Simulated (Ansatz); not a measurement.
# Changed inputs in constrained RPA: ScF3 (Pm-3m), part 2 of 2

Wanted: the sensitivity and cost of U and J for ScF3 (Pm-3m).

Ansatz 0.2.0; constrained RPA on LDA, plane waves, PAW.

So far. Step 6 (Changed: accuracy high): On the Sc t2g shell, screening brings the on-site interaction from 15.9 eV down to U = 7.07 eV. Step 7 (Changed: volume +3 %): On the Sc t2g shell, screening brings the on-site interaction from 16.0 eV down to U = 7.07 eV.

## Step 8: Changed: volume +6 %

The cell differs from the one that the last finished run ended in (a 4.052 → 4.091 Å, b 4.052 → 4.091 Å, c 4.052 → 4.091 Å).

Input file input.yaml:

```yaml
crystal:
  lattice:
    - [-4.0911454693, 0.0, 0.0]
    - [0.0, 0.0, -4.0911454693]
    - [0.0, -4.0911454693, 0.0]
  atoms:
    - { symbol: Sc, position: [0.0, 0.0, 0.0] }
    - { symbol: F, position: [0.5, 0.0, 0.0] }
    - { symbol: F, position: [0.0, 0.5, 0.0] }
    - { symbol: F, position: [0.0, 0.0, 0.5] }
kpoints:
  mp_grid: { grid: [6, 6, 6] }
hamiltonian:
  xc: lda
scf:
  occupations: { method: gaussian, width: 0.08 }
  n_extra_bands: 19
  max_iter: 150
  lower_state_search: "off"
output:
  crpa:
    kmesh: [4, 4, 4]
    target_bands: [c1, c3]
    projections: [{ species: Sc, l: d, shell: 3, orbitals: [dxz, dyz, dxy] }]
  local_orbitals:
    kmesh: [8, 8, 8]
    orbitals: [{ species: Sc, l: d, shell: 3, orbitals: [dxz, dyz, dxy] }]
    window: { bands: [c1, c3] }
    seedname: lo
```

The run is started by

```
$ ansatz run input.yaml --threads 4 --pin off --max-ram 9216MiB --backend cpu --events-out ev --progress --plain --runs-dir out
```

Numbers of over 12 decimals in the logs are rounded to 6 here.

The log of the run:

```text
[...]
Crystal: 4 atoms, lattice volume = 68.475 Å³
Basis set: ecut = 420 eV, 1357 PW (Γ)
Bands: 35, of which v1, the nominal top of the filled ones, is band 16 counted from 1 (15 counted from 0)
Symmetry: 48 space group operations
[...]
k-points: 20 of 216
[...]
k-point 19: bands = [... 12 lower, -3.1460, -1.0451, -1.0451, -1.0451, 6.3347, 6.3347, 6.3347, 9.0227, ... 15 higher]
[...]
χ-basis size per q: N_G = 232..280
[...]
Site 0, 3D, 3 of 5 d orbitals (Wannier functions 1, 2, 3; wannier90's mr 2, 3, 5):
      screened: U = 7.0590 eV, U' = 6.1101 eV, J = 0.4704 eV
      screened, to within: U = 9.5e-3 eV, U' = 9.5e-3 eV, J = 6.2e-4 eV
      bare: V = 16.0217 eV, V' = 14.8159 eV, J = 0.5948 eV
[...]
[key lines of the parts left out:]
SCF converged after 6 iterations
Free energy (F): -4477.652800 eV
Fermi energy:    1.912206 eV
```

Run time: 18 s. Hardware: 4 threads of Arm Neoverse V2, shared host; peak memory 0.46 GiB.

This step gave:

| Property | Result |
| --- | --- |
| U | 7.059 eV |
| U prime (inter-orbital) | 6.110 eV |
| J | 0.4704 eV |
| bare V | 16.02 eV |
| bare J | 0.5948 eV |
| stated bound on U | 0.009405 eV |
| U over bare V | 0.4406 |
| electrons in the window | 0 |
| head of the constrained inverse dielectric matrix | 0.4544 |
| least eigenvalue of the projection's overlap | 0.7640 |
| target functions | 3 |
| bands in the sums | 38 |
| r.m.s. miss of the model bands | 2.55e-5 eV |
| width of the target bands | 1.466 eV |
| weight of the projected orbitals in the window | 0.8873 |

On the Sc t2g shell, screening brings the on-site interaction from 16.0 eV down to U = 7.06 eV.

## Step 9: Changed: potentials

This step: constrained RPA on LDA, plane waves, norm-conserving pseudopotentials.

input.yaml, the sections that differ from step 8:

```yaml
crystal:
  lattice:
    - [-4.01245, 0.0, 0.0]
    - [0.0, 0.0, -4.01245]
    - [0.0, -4.01245, 0.0]
  atoms:
    - { symbol: Sc, position: [0.0, 0.0, 0.0] }
    - { symbol: F, position: [0.5, 0.0, 0.0] }
    - { symbol: F, position: [0.0, 0.5, 0.0] }
    - { symbol: F, position: [0.0, 0.0, 0.5] }
hamiltonian:
  xc: lda
  pseudopotentials: { kind: nc }
output:
  crpa:
    kmesh: [4, 4, 4]
    target_bands: [c1, c3]
    projections: [{ species: Sc, l: d, shell: 3, orbitals: [dxz, dyz, dxy] }]
# kpoints, scf: as in step 8
```

The log of the run:

```text
[...]
Crystal: 4 atoms, lattice volume = 64.599 Å³
Basis set: ecut = 1142.878222 eV, 5695 PW (Γ)
Bands: 35, of which v1, the nominal top of the filled ones, is band 16 counted from 1 (15 counted from 0)
Symmetry: 48 space group operations
[...]
k-points: 20 of 216
[...]
k-point 19: bands = [... 12 lower, -2.8969, -0.6066, -0.6066, -0.6066, 7.2766, 7.2766, 7.2766, 10.2018, ... 15 higher]
[...]
χ-basis size per q: N_G = 208..251
[...]
Site 0, 3D, 3 of 5 d orbitals (Wannier functions 1, 2, 3; wannier90's mr 2, 3, 5):
      screened: U = 7.0897 eV, U' = 6.1528 eV, J = 0.4656 eV
      screened, to within: U = 7.8e-3 eV, U' = 7.8e-3 eV, J = 6.3e-4 eV
      bare: V = 15.9322 eV, V' = 14.7369 eV, J = 0.5902 eV
[...]
[key lines of the parts left out:]
SCF converged after 8 iterations
Free energy (F): -3331.278259 eV
Fermi energy:    2.512146 eV
```

Run time: 58 s. Hardware: 4 threads; peak memory 0.89 GiB.

Numbers from this step:

- U: 7.090 eV
- U prime (inter-orbital): 6.153 eV
- J: 0.4656 eV
- bare V: 15.93 eV
- bare J: 0.5902 eV
- stated bound on U: 0.007788 eV
- U over bare V: 0.4450
- electrons in the window: 0
- head of the constrained inverse dielectric matrix: 0.4533
- least eigenvalue of the projection's overlap: 0.7703
- target functions: 3
- bands in the sums: 38
- width of the target bands: 1.646 eV
- weight of the projected orbitals in the window: 0.8877

On the Sc t2g shell, screening brings the on-site interaction from 15.9 eV down to U = 7.09 eV.

## Step 10: Side by side

Times are wall times on 4 threads of Arm Neoverse V2, shared host, good to a factor of about two.

| run | bare V (eV) | U (eV) | J (eV) | bound on U (eV) | width (eV) | time |
| --- | --- | --- | --- | --- | --- | --- |
| target window | 15.95 | 7.070 | 0.467 | 0.0093 | 1.65 | 16 s |
| 6×6×6 mesh | 15.93 | 7.049 | 0.467 | 0.0093 | 1.65 | 74 s |
| 2×2×2 mesh | 16.11 | 7.207 | 0.469 | 0.0090 | 1.65 | 3 s |
| accuracy high | 15.95 | 7.070 | 0.467 | 0.0007 | 1.65 | 23 s |
| volume +3 % | 15.98 | 7.066 | 0.469 | 0.0093 | 1.55 | 17 s |
| volume +6 % | 16.02 | 7.059 | 0.470 | 0.0094 | 1.47 | 18 s |
| potentials | 15.93 | 7.090 | 0.466 | 0.0078 | 1.65 | 58 s |

## Step 11: Outcome

| Quantity | Value |
| --- | --- |
| target window | U 7.07 eV, J 0.47 eV |
| 6×6×6 mesh | U 7.05 eV, J 0.47 eV |
| 2×2×2 mesh | U 7.21 eV, J 0.47 eV |
| accuracy high | U 7.07 eV, J 0.47 eV |
| volume +3 % | U 7.07 eV, J 0.47 eV |
| volume +6 % | U 7.06 eV, J 0.47 eV |
| potentials | U 7.09 eV, J 0.47 eV |

**Reading.** 6×6×6 mesh moves U by −0.02 eV at 4.7 times the time. 2×2×2 mesh moves U by +0.14 eV at 0.19 times the time. Accuracy high moves U by +0.001 eV (within the solver's bounds, for the mean over orbitals). Volume +3 % moves U by −0.004 eV (within the solver's bounds, for the mean over orbitals). Volume +6 % moves U by −0.01 eV (within the solver's bounds, for the mean over orbitals). Potentials moves U by +0.02 eV at 3.7 times the time. The printed bound covers the solver alone, not the mesh. The parent state is non-magnetic and the interaction static (zero frequency); U depends on the window and the orbitals, so it belongs to this model alone.

[Paths, hosts, dates, memory and timing lines, banners, echoed tables and standing remarks are left out of the program output.]

[Logs are printed without paths, hosts, clocks, repeated set-up lines and the standing remarks that a program may print on its own settings, such as how far it seeks lower states.]

[Runs of the session that timed out or met a known fault of the program may be left out.]

[Hosts, paths, dates, database ids (printed as entryN), source tags and the programs' standing remarks are cut or masked in the printed files.]
